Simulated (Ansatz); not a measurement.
# InGeHPb (built on the sites of a database entry of SrAlGeH): phonons and vibrational spectra

Wanted: phonon frequencies of InGeHPb (built on the sites of a database entry of SrAlGeH) and what follows from them.

Main program and level: Ansatz 0.2.0; DFT PBE, scalar-relativistic, plane waves, norm-conserving pseudopotentials.

Report form: the programs' logs are mostly left out.

The structure was built from a prototype and need not be the compound's stable phase.

## Step 1: The structure

The structure is trigonal, space group P3m1 (No. 156). Conventional cell: a = 3.888 Å, b = 3.888 Å, c = 4.528 Å, α = 90.00°, β = 90.00°, γ = 120.00°. Nearest to Pb lie 3 H at 2.29 Å. Nearest to In lie 1 H at 1.60 Å and 3 Ge at 2.29 Å. Ge has 3 In at 2.29 Å nearest. H has 1 In at 1.60 Å and 3 Pb at 2.29 Å nearest. Farther neighbours are not listed.

## Step 2: Coarse relaxation

A rough relaxation comes first, because large forces or stress need no tight tolerances yet.

The input, input.yaml:

```yaml
crystal:
  lattice:
    - [3.88848, 0.0, 0.0]
    - [-1.94424, 3.36752, 0.0]
    - [0.0, 0.0, 4.52791]
  atoms:
    - { symbol: Pb, position: [0.33333333, 0.66666667, 0.004601] }
    - { symbol: In, position: [0.0, 0.0, 0.458049] }
    - { symbol: Ge, position: [0.66666667, 0.33333333, 0.561296] }
    - { symbol: H, position: [0.0, 0.0, 0.105252] }
kpoints:
  mp_grid: { grid: [6, 6, 4] }
hamiltonian:
  xc: pbe
  pseudopotentials: { kind: nc }
scf:
  occupations: { method: gaussian, width: 0.1 }
output:
  forces: true
  stress: true
  eigenvalues: true
relax:
  adjacent_minimum: "off"
  f_tol: 0.05
  max_steps: 80
  cell: { stress_tol: 0.5 }
```

Command:

```sh
$ ansatz run input.yaml --threads 4 --pin off --max-ram 14336MiB --backend cpu --events-out ev --progress --plain --runs-dir out
```

It took 53 s on 4 threads of Arm Neoverse V2, shared host; peak memory 0.58 GiB.

Step by step:

| step | energy less that of the first step (eV) | largest force component (eV/Å) | pressure (GPa) | volume (Å³) |
| --- | --- | --- | --- | --- |
| 1 | 0.0000 | 3.5176 | 54.71 | 59.29 |
| 2 | -2.3853 | 1.5482 | 26.20 | 67.48 |
| 3 | -3.5044 | 0.7872 | 7.24 | 76.63 |
| 4 | -3.7069 | 0.3461 | 0.33 | 81.04 |
| 5 | -3.7157 | 0.1465 | 0.03 | 80.77 |
| 6 | -3.7192 | 0.0324 | -0.18 | 81.08 |
| 7* | -3.8885 | 0.0333 | 4.43 | 81.08 |
| 8 | -3.9641 | 0.2460 | 0.41 | 87.21 |
| 9 | -3.9883 | 0.0633 | -0.21 | 89.09 |
| 10 | -3.9929 | 0.0229 | 0.04 | 89.31 |
| 11* | -3.9966 | 0.0229 | 0.16 | 89.31 |

Relaxation steps marked * repeat the geometry before them on a plane-wave basis chosen anew for their cell, so energy and pressure can jump there.

Forces are held to the 6 operations that the run works with; a distortion that breaks them can't arise in this run.

| cell as run | before | after | change |
| --- | --- | --- | --- |
| a (Å) | 3.888 | 4.429 | +13.9 % |
| b (Å) | 3.888 | 4.429 | +13.9 % |
| c (Å) | 4.528 | 5.256 | +16.1 % |
| volume (Å³/atom) | 14.82 | 22.33 | +50.6 % |

The atoms that moved most (Å, as changes of fractional coordinates times the final cell):

| atom | dx | dy | dz | length |
| --- | --- | --- | --- | --- |
| Ge3 | 0.000 | 0.000 | 0.421 | 0.421 |
| Pb1 | 0.000 | 0.000 | -0.238 | 0.238 |
| H4 | 0.000 | 0.000 | -0.117 | 0.117 |
| In2 | 0.000 | 0.000 | -0.066 | 0.066 |

Final coordinates:

```cif
data_structure
_symmetry_space_group_name_H-M 'P 1'
_symmetry_Int_Tables_number 1
_cell_length_a 4.4293
_cell_length_b 4.4293
_cell_length_c 5.2564
_cell_angle_alpha 90.000
_cell_angle_beta 90.000
_cell_angle_gamma 120.000
_cell_volume 89.31
loop_
_atom_site_label
_atom_site_type_symbol
_atom_site_fract_x
_atom_site_fract_y
_atom_site_fract_z
_atom_site_occupancy
Pb1 Pb 0.33333 0.66667 0.95926 1
In2 In 0.00000 0.00000 0.44552 1
Ge3 Ge 0.66667 0.33333 0.64146 1
H4 H 0.00000 0.00000 0.08296 1
```

This step gave:

```yaml
pressure: 0.1600 GPa
volume_per_atom: 22.33 Å³
gap_on_the_k_mesh: 0 eV
```

In this step the volume went from 14.82 to 22.33 Å³/atom.

## Step 3: Bringing the structure to rest

Harmonic phonons are second derivatives at a point where the forces vanish, and they are wanted at zero stress, so atoms and cell are relaxed first.

input.yaml, the sections that differ from step 2:

```yaml
crystal:
  lattice:
    - [4.4293435285, 0.0, 0.0]
    - [-2.2146717643, 3.8359240178, 0.0]
    - [0.0, 0.0, 5.2563731746]
  atoms:
    - { symbol: Pb, position: [0.3333333333, 0.6666666667, -0.0407394009] }
    - { symbol: In, position: [0.0, 0.0, 0.4455157848] }
    - { symbol: Ge, position: [0.6666666667, 0.3333333333, 0.6414633863] }
    - { symbol: H, position: [0.0, 0.0, 0.0829582298] }
kpoints:
  mp_grid: { grid: [12, 12, 8] }
relax:
  adjacent_minimum: "off"
  f_tol: 0.005
  max_steps: 80
  cell: { stress_tol: 0.05 }
# hamiltonian, scf, output: as in step 2
```

Elapsed: 6.2 min, on 4 threads; peak memory 1.1 GiB.

Step by step:

| step | energy less that of the first step (eV) | largest force component (eV/Å) | pressure (GPa) | volume (Å³) |
| --- | --- | --- | --- | --- |
| 1 | 0.0000 | 0.0656 | 0.14 | 89.31 |
| 2 | -0.0032 | 0.0984 | -0.09 | 89.84 |
| 3 | -0.0049 | 0.0444 | 0.07 | 90.01 |
| 4 | -0.0056 | 0.0270 | 0.02 | 90.23 |
| 5 | -0.0060 | 0.0188 | -0.01 | 90.51 |
| 6 | -0.0061 | 0.0105 | -0.01 | 90.59 |
| 7 | -0.0061 | 0.0005 | 0.00 | 90.61 |
| 8* | -0.0066 | 0.0005 | 0.02 | 90.61 |
| 9 | -0.0066 | 0.0019 | -0.02 | 90.82 |
| 10 | -0.0066 | 0.0022 | 0.02 | 90.86 |
| 11* | -0.0067 | 0.0022 | 0.02 | 90.86 |

Relaxation steps marked * repeat the geometry before them on a plane-wave basis chosen anew for their cell, so energy and pressure can jump there.

The run keeps the 6 symmetry operations that it works with, so distortions that break them were not tested.

| conventional cell, symmetrised | before | after | change |
| --- | --- | --- | --- |
| a (Å) | 4.429 | 4.377 | -1.2 % |
| b (Å) | 4.429 | 4.377 | -1.2 % |
| c (Å) | 5.256 | 5.477 | +4.2 % |
| volume (Å³/atom) | 22.33 | 22.71 | +1.7 % |

The atoms that moved most (Å, as changes of fractional coordinates times the final cell):

| atom | dx | dy | dz | length |
| --- | --- | --- | --- | --- |
| H4 | 0.000 | 0.000 | 0.061 | 0.061 |
| Pb1 | 0.000 | 0.000 | -0.025 | 0.025 |
| In2 | 0.000 | 0.000 | -0.021 | 0.021 |
| Ge3 | 0.000 | 0.000 | -0.015 | 0.015 |

This step gave:

- pressure: 0.01591 GPa
- volume per atom: 22.71 Å³

In this step the volume went from 22.33 to 22.71 Å³/atom.

## Step 4: Relaxing to small forces for the phonons

Phonons need a cell at rest on their own settings, so the relaxation is repeated with tight tolerances on forces and stress on the k mesh and occupations of the first response run.

input.yaml, the sections that differ from step 3:

```yaml
crystal:
  lattice:
    - [4.3768562847, 0.0, 0.0]
    - [-2.1884281424, 3.7904687313, 0.0]
    - [0.0, 0.0, 5.47667394]
  atoms:
    - { symbol: Pb, position: [0.3333333333, 0.6666666667, -0.0452570316] }
    - { symbol: In, position: [0.0, 0.0, 0.4416794053] }
    - { symbol: Ge, position: [0.6666666667, 0.3333333333, 0.6387684825] }
    - { symbol: H, position: [0.0, 0.0, 0.0940071438] }
scf:
  occupations: { method: methfessel_paxton, width: 0.2 }
relax:
  adjacent_minimum: "off"
  f_tol: 0.001
  max_steps: 60
  cell: { stress_tol: 0.01 }
# kpoints, hamiltonian, output: as in step 3
```

The job ended after 3.4 min (4 threads; peak memory 1.1 GiB; 14 min of CPU time).

Relaxation path:

| step | energy less that of the first step (eV) | largest force component (eV/Å) | pressure (GPa) | volume (Å³) |
| --- | --- | --- | --- | --- |
| 1 | 0.0000 | 0.0031 | 0.01 | 90.86 |
| 2 | 0.0000 | 0.0032 | -0.01 | 90.88 |
| 3 | 0.0000 | 0.0013 | -0.01 | 90.86 |
| 4 | 0.0000 | 0.0011 | 0.00 | 90.77 |
| 5 | 0.0000 | 0.0007 | 0.00 | 90.78 |
| 6* | 0.0000 | 0.0007 | 0.00 | 90.78 |

Relaxation steps marked * repeat the geometry before them on a plane-wave basis chosen anew for their cell, so energy and pressure can jump there.

The run keeps the 6 symmetry operations that it works with, so distortions that break them were not tested.

| conventional cell, symmetrised | before | after | change |
| --- | --- | --- | --- |
| a (Å) | 4.377 | 4.380 | +0.1 % |
| b (Å) | 4.377 | 4.380 | +0.1 % |
| c (Å) | 5.477 | 5.464 | -0.2 % |
| volume (Å³/atom) | 22.71 | 22.69 | -0.1 % |

Final coordinates:

```xyz
4
Lattice="4.3801 0.0000 0.0000 -2.1900 3.7933 0.0000 0.0000 0.0000 5.4637" Properties=species:S:1:pos:R:3 pbc="T T T"
Pb    0.0000    2.5289   -0.2432
In    0.0000    0.0000    2.4142
Ge    2.1900    1.2644    3.4888
H     0.0000    0.0000    0.5097
```

Numbers from this step:

```yaml
pressure: 4.17e-4 GPa
volume_per_atom: 22.69 Å³
```

The largest force component left is 0.75 meV/Å and the pressure is 0.000 GPa, within the tolerances set. The cell now holds 22.69 Å³/atom.

## Step 5: Zone-centre response

The zone centre is the only wavevector solved here; it holds the modes that light can see, as far as symmetry allows. No field response is asked, since the mesh shows no gap.

input.yaml, the sections that differ from step 4:

```yaml
crystal:
  lattice:
    - [4.3800982655, 0.0, 0.0]
    - [-2.1900491328, 3.793276369, 0.0]
    - [0.0, 0.0, 5.463658392]
  atoms:
    - { symbol: Pb, position: [0.3333333333, 0.6666666667, -0.0445123368] }
    - { symbol: In, position: [0.0, 0.0, 0.4418684429] }
    - { symbol: Ge, position: [0.6666666667, 0.3333333333, 0.6385446731] }
    - { symbol: H, position: [0.0, 0.0, 0.0932972209] }
output:
  eigenvalues: true
phonons:
  method: dfpt
# kpoints, hamiltonian, scf: as in step 4
# relax: removed
```

Elapsed: 13 min, on 4 threads; peak memory 8.2 GiB; 51 min of CPU time.

This step gave:

* sum-rule residual before enforcement: 1.41e-4 eV/Å²
* point group: 3m
* highest optical mode at the zone centre (no LO-TO term): 1074 cm⁻¹
* lowest optical zone-centre mode: -118.7 cm⁻¹

Patterns of degenerate modes are one choice out of their space. The modes at Γ (shares of kinetic energy by element, %) (negative means imaginary):

| mode | frequency (cm⁻¹) | symmetry | Pb % | In % | Ge % | H % |
| --- | --- | --- | --- | --- | --- | --- |
| 1 | -118.7 | E | 23 | 1 | 40 | 36 |
| 2 | -118.7 | E | 23 | 1 | 40 | 36 |
| 3 | 0.0 | acoustic | 52 | 29 | 18 | 0 |
| 4 | 0.0 | acoustic | 52 | 29 | 18 | 0 |
| 5 | 0.0 | acoustic | 52 | 29 | 18 | 0 |
| 6 | 71.8 | A1 | 48 | 32 | 20 | 0 |
| 7 | 94.4 | E | 22 | 65 | 3 | 9 |
| 8 | 94.4 | E | 22 | 65 | 3 | 9 |
| 9 | 118.8 | A1 | 0 | 38 | 62 | 0 |
| 10 | 238.3 | E | 2 | 5 | 38 | 55 |
| 11 | 238.3 | E | 2 | 5 | 38 | 55 |
| 12 | 1074.5 | A1 | 0 | 1 | 0 | 99 |

Displacements in mode 2 (-118.7 cm⁻¹), the largest set to 1:
```
Pb1  0.00 -0.06  0.00
In2  0.00  0.01  0.00
Ge3  0.00  0.13  0.00
H4  -0.03  1.00  0.00
```

Displacements in mode 6 (71.8 cm⁻¹), the largest set to 1:
```
Pb1  0.00  0.00  0.74
In2  0.00  0.00 -0.81
Ge3  0.00  0.00 -0.80
H4   0.00  0.00 -1.00
```

Before it was imposed, the acoustic sum rule was missed by 1.4e-4 eV/Å². Small misses are needed for a sound result but don't prove that mesh and cutoff are converged. The lowest optical mode is imaginary, 118.7i cm⁻¹, so the energy falls along it.

## Step 6: Another isotope, element Ge, natural mass 72.63 amu

An isotope changes the mass and not the force constants, so no new electronic calculation is needed; the shifts show which modes move this element.

The same force constants with the mass of Ge changed from 72.630 to 75.921 u (phonopy, no LO-TO term). Both lists are sorted by frequency; levels can cross, so a row need not hold one and the same mode. Modes under 3 cm⁻¹ are left out. Isotope shifts, by row:

| q | rank | natural mass (cm⁻¹) | changed mass (cm⁻¹) |
| --- | --- | --- | --- |
| 0 0 0 | 1 | -118.7 | -117.6 |
| 0 0 0 | 2 | -118.7 | -117.6 |
| 0 0 0 | 6 | 71.75 | 71.43 |
| 0 0 0 | 7 | 94.43 | 94.36 |
| 0 0 0 | 8 | 94.43 | 94.36 |
| 0 0 0 | 9 | 118.8 | 117.2 |
| 0 0 0 | 10 | 238.3 | 236.4 |
| 0 0 0 | 11 | 238.3 | 236.4 |
| 0 0 0 | 12 | 1074 | 1074 |

A mode of this element alone would shift by -2.19 %. The highest zone-centre frequency without the field goes from 1074.5 to 1074.5 cm⁻¹ (-0.0 %).

## Step 7: Another isotope, element H, natural mass 1.008 amu

The same for H, from 1.01 to 2.01 u.

The same force constants with the mass of H changed from 1.008 to 2.014 u (phonopy, no LO-TO term). Both lists are sorted by frequency; levels can cross, so a row need not hold one and the same mode. Modes under 3 cm⁻¹ are left out. Isotope shifts, by row:

| q | rank | natural mass (cm⁻¹) | changed mass (cm⁻¹) |
| --- | --- | --- | --- |
| 0 0 0 | 1 | -118.7 | -103.5 |
| 0 0 0 | 2 | -118.7 | -103.5 |
| 0 0 0 | 6 | 71.75 | 71.59 |
| 0 0 0 | 7 | 94.43 | 90.59 |
| 0 0 0 | 8 | 94.43 | 90.59 |
| 0 0 0 | 9 | 118.8 | 118.8 |
| 0 0 0 | 10 | 238.3 | 201.7 |
| 0 0 0 | 11 | 238.3 | 201.7 |
| 0 0 0 | 12 | 1074 | 763.2 |

A mode of this element alone would shift by -29.26 %. The highest zone-centre frequency without the field goes from 1074.5 to 763.2 cm⁻¹ (-29.0 %).

## Step 8: Another isotope, element In, natural mass 114.818 amu

The same for In, from 114.82 to 112.90 u.

A mode of this element alone would shift by +0.84 %. The highest zone-centre frequency without the field goes from 1074.5 to 1074.6 cm⁻¹ (+0.0 %).

## Step 9: Isotope substitution, element Pb, natural mass 207.2 amu

The same for Pb, from 207.20 to 203.97 u.

A mode of this element alone would shift by +0.79 %. The highest zone-centre frequency without the field goes from 1074.5 to 1074.5 cm⁻¹ (+0.0 %).

## Step 10: Results

| Quantity | Value |
| --- | --- |
| space group after relaxation (within 0.01 Å) | P3m1 |
| volume per atom | 22.7 Å³ |
| electronic character | no gap on this mesh |
| highest optical mode at the zone centre (no LO-TO term) | 1074 cm⁻¹ |
| lowest optical zone-centre mode | -119 cm⁻¹ |
| imaginary modes at Γ (the only wavevector solved) | yes |

In words: A zone-centre mode is imaginary (118.7i cm⁻¹), so this structure is not a minimum of the energy. The optical modes at Γ span -119 to 1074 cm⁻¹ (negative means imaginary). No dispersion was computed. The highest mode in this list at Γ, 1074.5 cm⁻¹, is mostly motion of H (99 % of the kinetic energy). With no gap, or one that is small against the smearing, the frequencies hang on the k mesh and the smearing, most of all near Kohn anomalies. Spin-orbit coupling is left out, which can matter for the heavy elements here. The starting cell was built on a prototype and not taken from a measurement, so the phase need not exist. These are harmonic frequencies at zero temperature: anharmonic shifts, linewidths and thermal expansion are left out.

[Logs are printed without paths, hosts, clocks, repeated set-up lines and the standing remarks that a program may print on its own settings, such as how far it seeks lower states.]

[Hosts, paths, dates, database ids (printed as entryN), source tags and the programs' standing remarks are cut or masked in the printed files.]
